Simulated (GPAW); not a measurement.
# N K-edge XANES of TaN (P-6m2), part 2 of 4

Aim: the dependence of the N K near-edge features of TaN (P-6m2) on volume.

GPAW 26.7.0; X-ray absorption from dipole matrix elements to empty bands, plane-wave PAW LDA.

So far. Step 2 (The field without a hole): The mesh shows no gap, so the system is treated as a metal and the core electron is put at the Fermi level (neutral cell).

## 4. Spectrum with XCH, N atom 2

The holes are 5.8 Å apart. In GPAW the data set carries the hole's charge, so charge=0 means a charged cell and charge=-1 a neutral one. The excited electron is kept in the cell, where it fills the lowest empty states and screens the hole. After the field has converged, empty bands are computed with the density fixed and the dipole matrix elements are summed.

The absorber has 6 Ta at 2.23 Å (trigonal prismatic, site symmetry -6m2).

Input file xas.py:

```python
import numpy as np
from ase import Atoms
from ase.parallel import parprint, paropen
from gpaw import GPAW, PW, FermiDirac, Mixer, MixerDif, setup_paths
from gpaw.test import gen
setup_paths.insert(0, '.')
gen('N', name='fch1s', xcname='LDA', corehole=(1, 0, 1), write_xml=True)
from gpaw.mpi import world
world.barrier()

atoms = Atoms('Ta8N8',
    cell=[[0, 0, -5.766],
     [2.938, -5.08876527, 0],
     [-2.938, -5.08876527, 0]],
    scaled_positions=[[0.75, 0, 0],
     [0.75, 0.5, 0],
     [0.25, 0, 0],
     [0.75, 0, 0.5],
     [0.25, 0.5, 0],
     [0.75, 0.5, 0.5],
     [0.25, 0, 0.5],
     [0.25, 0.5, 0.5],
     [0, 0.16666667, 0.66666667],
     [0, 0.66666667, 0.66666667],
     [0.5, 0.16666667, 0.66666667],
     [0, 0.16666667, 0.16666667],
     [0.5, 0.66666667, 0.66666667],
     [0, 0.66666667, 0.16666667],
     [0.5, 0.16666667, 0.16666667],
     [0.5, 0.66666667, 0.16666667]],
    pbc=True)
atoms.calc = calc = GPAW(legacy_gpaw=True, mode=PW(500, force_complex_dtype=True), xc='LDA', setups={8: 'fch1s'},
    kpts={'size': (4, 5, 5), 'gamma': True}, occupations=FermiDirac(0.1),
    charge=-1, mixer=Mixer(0.1, 5, 50), maxiter=150,
    convergence={'density': 0.0001, 'eigenstates': 1e-6}, txt='scf.txt')
energy = atoms.get_potential_energy() + calc.get_reference_energy()
ef = calc.get_fermi_level()
out = dict(energy=energy, fermi=ef, forces=atoms.get_forces().tolist())
parprint(f'all-electron energy {energy:.4f} eV, Fermi level {ef:.4f} eV')
ev = np.array([[calc.get_eigenvalues(k, s) for k in range(len(calc.get_ibz_k_points()))] for s in range(calc.get_number_of_spins())])
out['homo'], out['lumo'], out['counts'] = ev[ev < ef].max(), ev[ev > ef].min(), sorted(set((ev < ef).sum((0, 2)).tolist()))
out['filled'] = (ev[:, 0] < ef).sum(1).tolist()

from ase.units import Ha
from gpaw.xas import dipole_matrix_elements
nb = int(calc.get_number_of_electrons() / 2) + 145
top, nb = nb, nb + 8 + nb // 12
nscf = calc.fixed_density(kpts={'size': (6, 7, 7), 'gamma': True}, nbands=nb,
    convergence={'bands': top, 'eigenstates': 5e-3}, maxiter=60, txt='nscf.txt')
cell = atoms.cell.array
ops = [cell.T @ U.T @ np.linalg.inv(cell.T) for U in nscf.wfs.kd.symmetry.op_scc]
E = np.arange(-6, 34, 0.1)
fwhm = np.interp(E, [4, 25], [0.9, 3.5])
Y, X, zero, highest = 0, 0, 1e9, 1e9
for spin in range(nscf.get_number_of_spins()):
    wfs = nscf.wfs
    mine = wfs.bd.get_slice()  # this rank's bands
    A = dipole_matrix_elements(wfs.setups[8])
    eps = np.zeros((wfs.kd.nibzkpts, nb))
    d = np.zeros((3, A.shape[1], wfs.kd.nibzkpts, nb), complex)
    for kpt in wfs.kpt_u:
        if kpt.s == spin and 8 in kpt.P_ani:
            eps[kpt.k, mine] = kpt.eps_n * Ha
            d[:, :, kpt.k, mine] = (kpt.weight * wfs.nspins / 2) ** 0.5 * np.inner(A, kpt.P_ani[8])
    world.sum(eps)
    world.sum(d)
    T = np.einsum('amkn,bmkn->abkn', d, d.conj()).real
    T = sum(np.einsum('ai,ijkn,bj->abkn', R, T, R) for R in ops) / len(ops)
    empty = eps > ef
    zero, highest = min(zero, eps[empty].min()), min(highest, eps[:, top - 1].min())
    lines = [(eps, T, empty)] if spin == 0 else lines + [(eps, T, empty)]
for eps, T, empty in lines:
    f = np.einsum('aakn->akn', T).reshape(3, -1)
    x = eps.ravel() - zero
    w = np.interp(x, E, fwhm) / 2.35482
    g = np.exp(-0.5 * ((E[:, None] - x) / w) ** 2) / (w * (2 * np.pi) ** 0.5)
    Y = Y + (f * empty.ravel()) @ g.T
    X = X + (f * ~empty.ravel()) @ g.T
out.update(E=E.round(2).tolist(), xas=Y.tolist(), xes=X.tolist(), zero=zero, valid=highest - zero, nk=len(eps), nb=nb)
for i in range(0, len(E), 10):
    parprint(f'{E[i]:7.2f}', *(f'{v:10.3e}' for v in Y[:, i]))
import json
with paropen('out.json', 'w') as f:
    json.dump(out, f)
```

Started as:

```
> OMP_NUM_THREADS=1 mpirun -n 4 gpaw python xas.py
```

Numbers of over 12 decimals in the logs are rounded to 6 here.

The log of the run:

```text
Input parameters:
  charge: -1
  convergence: {density: 0.0001,
                eigenstates: 1e-06}
  kpts: {gamma: True,
         size: (4, 5, 5)}
  maxiter: 150
  mixer: {backend: pulay,
          beta: 0.1,
          method: separate,
          nmaxold: 5,
          weight: 50}
  mode: {ecut: 500.0,
         force_complex_dtype: True,
         name: pw}
  occupations: {fixmagmom: False,
                name: fermi-dirac,
                width: 0.1}
  setups: {8: fch1s}

Initialize ...

[... PAW data sets ...]

Reference energy: -3402728.811954  # eV

Spin-paired calculation

[... convergence settings ...]
Symmetries present (total): 2
  [... symmetry matrices ...]

100 k-points: 4 x 5 x 5 Monkhorst-Pack grid + [1/8,0.000000,0.000000]
39 k-points in the irreducible part of the Brillouin zone
       k-points in crystal coordinates                weights
   0:     0.00000000    0.00000000    0.00000000          1/100
   1:     0.00000000    0.00000000    0.20000000          2/100
   2:     0.00000000    0.00000000    0.40000000          2/100
   3:     0.00000000    0.20000000   -0.40000000          2/100
   4:     0.00000000    0.20000000   -0.20000000          2/100
   5:     0.00000000    0.20000000    0.00000000          2/100
   6:     0.00000000    0.20000000    0.20000000          2/100
   7:     0.00000000    0.20000000    0.40000000          2/100
   8:     0.00000000    0.40000000   -0.40000000          2/100
   9:     0.00000000    0.40000000   -0.20000000          2/100
          ...
  38:     0.50000000    0.40000000    0.40000000          2/100

Wave functions: Plane wave expansion
  Cutoff energy: 500.000 eV
  Number of coefficients (min, max): 4350, 4402
  Pulay-stress correction: 0.000000 eV/Ang^3 (de/decut=0.000000)
  Using FFTW library
  Wavefunction extrapolation:
    Improved wavefunction reuse through dual PAW basis

Occupation numbers: Fermi-Dirac:
  width: 0.1000  # eV

Eigensolver
   Davidson(niter=2)

Densities:
  Coarse grid: 30*32*32 grid
  Fine grid: 60*64*64 grid
  Total Charge: 0.000000

Density mixing:
  Method: separate
  Backend: pulay
  Linear mixing parameter: 0.1
  old densities: 5
  Width of damping distribution: 1.1
  Damping of long wavelength oscillations: 50

[... Hamiltonian set-up ...]
Number of atoms: 16
Number of atomic orbitals: 136
Number of bands in calculation: 91
Number of valence electrons: 145
Bands to converge: occupied

... initialized

Initializing position-dependent things.

Density initialized from atomic densities
Creating initial wave functions:
  91 bands from LCAO basis set

              NTa
         N      N
          Ta     Ta
           N  N
            Ta Ta
         N      N
          Ta     Ta
           NTa

Atomic positions and initial magnetic moments

Positions:
   0 Ta     0.000000    0.000000   -4.324500    ( 0.0000,  0.0000,  0.0000)
   1 Ta     1.469000   -2.544383   -4.324500    ( 0.0000,  0.0000,  0.0000)
   2 Ta     0.000000    0.000000   -1.441500    ( 0.0000,  0.0000,  0.0000)
   3 Ta    -1.469000   -2.544383   -4.324500    ( 0.0000,  0.0000,  0.0000)
   4 Ta     1.469000   -2.544383   -1.441500    ( 0.0000,  0.0000,  0.0000)
   5 Ta     0.000000   -5.088765   -4.324500    ( 0.0000,  0.0000,  0.0000)
   6 Ta    -1.469000   -2.544383   -1.441500    ( 0.0000,  0.0000,  0.0000)
[...]
13 N      1.469000   -4.240638    0.000000    ( 0.0000,  0.0000,  0.0000)
  14 N      0.000000   -1.696255   -2.883000    ( 0.0000,  0.0000,  0.0000)
  15 N      1.469000   -4.240638   -2.883000    ( 0.0000,  0.0000,  0.0000)

Unit cell:
           periodic     x           y           z      points  spacing
  1. axis:    yes    0.000000    0.000000   -5.766000    30     0.1922
  2. axis:    yes    2.938000   -5.088765    0.000000    32     0.1590
  3. axis:    yes   -2.938000   -5.088765    0.000000    32     0.1590

  Lengths:   5.766000   5.876000   5.876000
  Angles:   60.000000  90.000000  90.000000

Effective grid spacing dv^(1/3) = 0.1777

iter:   1  -208.116249
iter:   2  -199.343925   -0.71  -1.04
iter:   3  -192.305860   -0.21  -1.15
iter:   4  -192.360571   -1.09  -1.42
iter:   5  -192.366170c  -1.60  -1.52
iter:   6  -192.417667c  -1.45  -1.66
iter:   7  -192.287273   -2.07  -2.30
iter:   8  -192.274657   -3.42  -2.34
iter:   9  -192.268096c  -2.51  -2.46
iter:  10  -192.261304c  -3.66  -2.89
iter:  11  -192.261102c  -3.60  -3.07
iter:  12  -192.260499c  -4.64  -3.11
iter:  13  -192.260356c  -4.64  -3.33
iter:  14  -192.260269c  -5.17  -3.66
iter:  15  -192.260271c  -5.62  -3.90
iter:  16  -192.260272c  -6.18c -4.02c

Converged after 16 iterations.

Dipole moment: (-0.077800, 5.013791, -0.000000) |e|*Ang

Energy contributions relative to reference atoms: (reference = -3402728.811954)

Kinetic:       +128.212433
Potential:     -137.587149
External:        +0.000000
XC:            -180.189742
Entropy (-ST):   -0.104874
Local:           -2.643376
SIC:             +0.000000
--------------------------
Free energy:   -192.312709
Extrapolated:  -192.260272

Showing only first 2 kpts
 Kpt  Band  Eigenvalues  Occupancy
  0    70     13.57951    1.99998
  0    71     13.80470    1.99984
  0    72     13.80473    1.99984
  0    73     15.77077    0.00007

  1    70     13.29121    2.00000
  1    71     13.34375    2.00000
  1    72     14.14524    1.99511
[...]
Fermi level: 14.74639

No gap
No difference between direct/indirect transitions

Forces in eV/Ang:
  0 Ta   -0.56620   -0.32688    0.66545
  1 Ta   -0.00000    0.00000   -0.04250
  2 Ta   -0.56620   -0.32688   -0.66545
  3 Ta   -0.00000    0.65378    0.66546
  4 Ta   -0.00000    0.00000    0.04250
  5 Ta    0.56620   -0.32688    0.66545
  6 Ta   -0.00000    0.65378   -0.66546
[...]
13 N     0.00000    0.03060    0.00000
 14 N    -0.15668    0.09060    0.00000
 15 N    -0.00000   -0.18078    0.00000
Scalar-relativistic atomic LDA calculation for N (Nitrogen, Z=7)
Core hole in 1s state (1s occupation: 1.0)
300 radial gridpoints.
|------------------------------------------------|
|------------------------------------------------|
[... the atom generator's iteration count ...]

Energy contributions:
-------------------------
Kinetic:      +38.530757
XC:            -4.452581
Potential:    -72.816894
-------------------------
Total:        -38.738717

state      eigenvalue         ekin         rmax
-----------------------------------------------
1s^1.0 :   -16.643762    23.347388        0.145
2s^2.0 :    -1.332146     3.154276        0.915
2p^3.0 :    -0.925852     2.958273        0.782
-----------------------------------------------
(units: Bohr and Hartree)

Generating PAW setup
Kinetic energy of the core from tauc = 23.362075
Cutoffs:
rc(s)=1.140
rc(p)=1.000
rc(d)=1.090
rc(vbar)=1.120
rc(comp)=1.090
rc(nct)=1.140

Kinetic energy of the core states: 23.347388
Charge: 1.0
Core electrons: 1.0
Valence electrons: 5.0
Pseudo-core charge: 0.003881
Shape function alpha=8.417
Pseudo-electron charge 4.904142
state    eigenvalue         norm
--------------------------------
2s(2) :    -1.332146     1.098259
*s    :    -0.332146
2p(3) :    -0.925852     0.901248
*p    :     0.074148
*d    :     0.000000
--------------------------------

Diagonalizing with gridspacing h=0.050

state   all-electron     PAW
-------------------------------
2s:      -1.332146    -1.333594
2p:      -0.925852    -0.929974
*d:                   -0.063788
*f:                   -0.013854
-------------------------------
all-electron energy -3402921.0722 eV, Fermi level 14.7464 eV
[...]
31.00  9.656e-05  9.656e-05  9.773e-05
  32.00  9.797e-05  9.797e-05  1.009e-04
  33.00  1.085e-04  1.085e-04  1.199e-04
```

Wall time 6.6 min (4 MPI ranks of Intel Xeon Platinum 8375C at 2.90GHz (Ice Lake), shared host); peak memory 1.1 GiB.

The N K spectrum, N atom 2, excited-electron core hole (neutral cell) (energy from the lowest empty level; intensity scaled to a mean of 1 over the first 20 eV; polarised curves are means over the symmetry-equivalent atoms):

```csv
E (eV),isotropic,ε ⊥ c,ε ∥ c
-2.0,0.00,0.00,0.00
-1.5,0.00,0.00,0.00
-1.0,0.00,0.00,0.00
-0.5,0.07,0.09,0.04
0.0,0.56,0.66,0.37
0.5,1.47,1.65,1.09
1.0,1.91,2.07,1.61
1.5,2.09,2.26,1.75
2.0,2.32,2.55,1.88
2.5,2.52,2.69,2.19
3.0,2.41,2.31,2.60
3.5,2.23,2.13,2.43
4.0,1.94,1.79,2.25
4.5,1.73,1.33,2.52
5.0,1.56,1.31,2.06
5.5,1.20,1.24,1.13
6.0,0.78,0.83,0.69
6.5,0.50,0.45,0.62
7.0,0.46,0.32,0.74
7.5,0.56,0.37,0.96
8.0,0.71,0.48,1.16
8.5,0.79,0.56,1.25
9.0,0.75,0.56,1.13
9.5,0.67,0.56,0.89
10.0,0.73,0.71,0.76
10.5,0.89,0.94,0.79
11.0,0.97,1.07,0.77
11.5,0.88,1.01,0.62
12.0,0.73,0.88,0.43
12.5,0.64,0.81,0.30
13.0,0.66,0.86,0.24
13.5,0.70,0.93,0.23
14.0,0.70,0.91,0.27
14.5,0.64,0.78,0.36
15.0,0.58,0.63,0.48
15.5,0.56,0.52,0.63
16.0,0.57,0.47,0.76
16.5,0.59,0.48,0.83
17.0,0.60,0.49,0.84
17.5,0.58,0.48,0.79
18.0,0.53,0.44,0.72
18.5,0.47,0.39,0.64
19.0,0.41,0.33,0.55
19.5,0.35,0.30,0.46
20.0,0.32,0.29,0.38
20.5,0.32,0.31,0.33
21.0,0.34,0.35,0.31
21.5,0.37,0.40,0.31
22.0,0.40,0.44,0.32
22.5,0.43,0.48,0.33
23.0,0.45,0.50,0.35
23.5,0.46,0.51,0.36
24.0,0.47,0.51,0.38
24.5,0.48,0.52,0.40
25.0,0.49,0.53,0.42
25.5,0.51,0.54,0.44
26.0,0.53,0.56,0.47
26.5,0.57,0.60,0.51
27.0,0.62,0.65,0.56
27.5,0.68,0.71,0.62
28.0,0.73,0.76,0.68
28.5,0.78,0.80,0.72
29.0,0.80,0.82,0.76
29.5,0.79,0.81,0.77
30.0,0.77,0.78,0.76
30.5,0.74,0.74,0.74
31.0,0.72,0.72,0.72
31.5,0.71,0.71,0.72
32.0,0.73,0.73,0.75
```

Main maxima below 24 eV (height): 2.6 eV (2.52), 8.6 eV (0.79), 11.0 eV (0.97) and 13.7 eV (0.70). A K edge sees empty p states; the first features are N p mixed into the empty d states of the Ta neighbours, and the broad ones above probably into the cations' higher empty bands.

The total-energy difference is 402.92 eV. One term is added: -7.76 eV, since the hole is spin-paired here and a spin-polarised one costs that much less in the free atom (computed apart). The photon energy is then 395.16 eV. The functional leaves an error in such absolute values: in the free atom LDA prices this hole 3.5 eV below PBE (computed apart), and PBE is itself good to a few eV.

## 5. Reference energy of the supercell

The cell changes for the next run, so it gets a reference energy of its own.

The cell differs from the one that the last finished run ended in (a 5.766 → 5.648 Å, b 5.876 → 5.756 Å, c 5.876 → 5.756 Å).

Input file scf.py:

```python
import numpy as np
from ase import Atoms
from ase.parallel import parprint, paropen
from gpaw import GPAW, PW, FermiDirac, Mixer, MixerDif, setup_paths
from gpaw.test import gen
setup_paths.insert(0, '.')
gen('N', name='nch1s', xcname='LDA', corehole=(1, 0, 0), write_xml=True)
from gpaw.mpi import world
world.barrier()

atoms = Atoms('Ta8N8',
    cell=[[0, 0, -5.6482935],
     [2.87802399, -4.98488377, 0],
     [-2.87802399, -4.98488377, 0]],
    scaled_positions=[[0.75, 0, 0],
     [0.75, 0.5, 0],
     [0.25, 0, 0],
     [0.75, 0, 0.5],
     [0.25, 0.5, 0],
     [0.75, 0.5, 0.5],
     [0.25, 0, 0.5],
     [0.25, 0.5, 0.5],
     [0, 0.16666667, 0.66666667],
     [0, 0.66666667, 0.66666667],
     [0.5, 0.16666667, 0.66666667],
     [0, 0.16666667, 0.16666667],
     [0.5, 0.66666667, 0.66666667],
     [0, 0.66666667, 0.16666667],
     [0.5, 0.16666667, 0.16666667],
     [0.5, 0.66666667, 0.16666667]],
    pbc=True)
atoms.calc = calc = GPAW(legacy_gpaw=True, mode=PW(500, force_complex_dtype=True), xc='LDA', setups={8: 'nch1s'},
    kpts={'size': (4, 5, 5), 'gamma': True}, occupations=FermiDirac(0.1),
    charge=0, mixer=Mixer(0.1, 5, 50), maxiter=150,
    convergence={'density': 0.0001, 'eigenstates': 1e-6}, txt='scf.txt')
energy = atoms.get_potential_energy() + calc.get_reference_energy()
ef = calc.get_fermi_level()
out = dict(energy=energy, fermi=ef, forces=atoms.get_forces().tolist())
parprint(f'all-electron energy {energy:.4f} eV, Fermi level {ef:.4f} eV')
ev = np.array([[calc.get_eigenvalues(k, s) for k in range(len(calc.get_ibz_k_points()))] for s in range(calc.get_number_of_spins())])
out['homo'], out['lumo'], out['counts'] = ev[ev < ef].max(), ev[ev > ef].min(), sorted(set((ev < ef).sum((0, 2)).tolist()))
out['filled'] = (ev[:, 0] < ef).sum(1).tolist()
import json
with paropen('out.json', 'w') as f:
    json.dump(out, f)
```

Started as:

```
> OMP_NUM_THREADS=1 mpirun -n 4 gpaw python scf.py
```

The log of the run:

```text
Input parameters:
  convergence: {density: 0.0001,
                eigenstates: 1e-06}
  kpts: {gamma: True,
         size: (4, 5, 5)}
  maxiter: 150
  mixer: {backend: pulay,
          beta: 0.1,
          method: separate,
          nmaxold: 5,
          weight: 50}
  mode: {ecut: 500.0,
         force_complex_dtype: True,
         name: pw}
  occupations: {fixmagmom: False,
                name: fermi-dirac,
[...]
2s(2) :    -0.676924     1.071713
*s    :     0.323076
2p(3) :    -0.265967     0.952074
*p    :     0.734033
*d    :     0.000000
--------------------------------

Diagonalizing with gridspacing h=0.050

state   all-electron     PAW
-------------------------------
2s:      -0.676924    -0.677975
2p:      -0.265967    -0.268121
*d:                    0.048644
*f:                    0.076426
-------------------------------
all-electron energy -3403324.0196 eV, Fermi level 14.8750 eV
[key lines of the parts left out:]
Converged after 19 iterations.
Dipole moment: (0.000001, 5.310943, 0.000000) |e|*Ang
Free energy:   -178.482320
Fermi level: 14.87499
```

Wall time 1.7 min (4 MPI ranks); peak memory 0.39 GiB; 6.7 min of CPU time.

Reference energy: -3403324.020 eV with the cores included.

## 6. Spectrum with XCH, N atom 2

Shorter bonds are expected to push antibonding states and scattering resonances up, and longer ones down; the cell is scaled to test that.

Changed against the first core-hole run: volume scale from 1 to 0.94.

xas.py, as its differences from that of step 4:

```diff
@@ -11,5 +11,5 @@
 atoms = Atoms('Ta8N8',
-    cell=[[0, 0, -5.766],
-     [2.938, -5.08876527, 0],
-     [-2.938, -5.08876527, 0]],
+    cell=[[0, 0, -5.6482935],
+     [2.87802399, -4.98488377, 0],
+     [-2.87802399, -4.98488377, 0]],
     scaled_positions=[[0.75, 0, 0],
@@ -45,3 +45,3 @@
 from gpaw.xas import dipole_matrix_elements
-nb = int(calc.get_number_of_electrons() / 2) + 145
+nb = int(calc.get_number_of_electrons() / 2) + 139
 top, nb = nb, nb + 8 + nb // 12
```

Started as:

```
> OMP_NUM_THREADS=1 mpirun -n 4 gpaw python xas.py
```

The log of the run:

```text
Input parameters:
  charge: -1
  convergence: {density: 0.0001,
                eigenstates: 1e-06}
  kpts: {gamma: True,
         size: (4, 5, 5)}
  maxiter: 150
  mixer: {backend: pulay,
          beta: 0.1,
          method: separate,
          nmaxold: 5,
          weight: 50}
  mode: {ecut: 500.0,
         force_complex_dtype: True,
         name: pw}
  occupations: {fixmagmom: False,
[...]
*p    :     0.074148
*d    :     0.000000
--------------------------------

Diagonalizing with gridspacing h=0.050

state   all-electron     PAW
-------------------------------
2s:      -1.332146    -1.333594
2p:      -0.925852    -0.929974
*d:                   -0.063788
*f:                   -0.013854
-------------------------------
all-electron energy -3402921.0414 eV, Fermi level 15.8477 eV
[...]
32.00  9.502e-05  9.502e-05  9.584e-05
  33.00  9.223e-05  9.224e-05  9.249e-05
[key lines of the parts left out:]
Converged after 16 iterations.
Dipole moment: (-0.075120, 5.271370, 0.000000) |e|*Ang
Free energy:   -192.278626
Fermi level: 15.84769
```

The job ended after 6.4 min (4 MPI ranks; peak memory 1 GiB; 26 min of CPU time).

```csv
E (eV),first run,this run
-2.0,0.00,0.00
-1.0,0.00,0.00
0.0,0.56,0.53
1.0,1.91,1.79
2.0,2.32,2.06
3.0,2.41,2.34
4.0,1.94,2.09
5.0,1.56,1.59
6.0,0.78,1.14
7.0,0.46,0.48
8.0,0.71,0.50
9.0,0.75,0.73
10.0,0.73,0.70
11.0,0.97,0.85
12.0,0.73,0.93
13.0,0.66,0.66
14.0,0.70,0.67
15.0,0.58,0.62
16.0,0.57,0.51
17.0,0.60,0.55
18.0,0.53,0.60
19.0,0.41,0.53
20.0,0.32,0.42
21.0,0.34,0.35
22.0,0.40,0.37
23.0,0.45,0.42
24.0,0.47,0.45
25.0,0.49,0.45
26.0,0.53,0.47
27.0,0.62,0.51
28.0,0.73,0.59
29.0,0.80,0.70
30.0,0.77,0.78
31.0,0.72,0.76
32.0,0.73,0.70
```

Against the first run the r.m.s. difference is 12 %. The highest intensity below 16 eV goes from 2.6 eV (2.52) to 2.9 eV (2.35).

The photon energy of the zero moves by +0.06 eV.

[end of part 2 of 4]

[Banner, clock and machine lines of the logs are left out without a mark of their own.]

[Logs are printed without paths, hosts, clocks, repeated set-up lines and the standing remarks that a program may print on its own settings, such as how far it seeks lower states.]

[Hosts, paths, dates, database ids (printed as entryN), source tags and the programs' standing remarks are cut or masked in the printed files.]

[Lists of maxima count a maximum above −3 eV only where it reaches 4 % of the highest in the window and stands out from its surroundings by 2 % of it (1.5 % where it reaches 55 %); shoulders and weaker maxima are passed over, and of the rest the first, up to two pre-edge ones and the few strongest are named.]
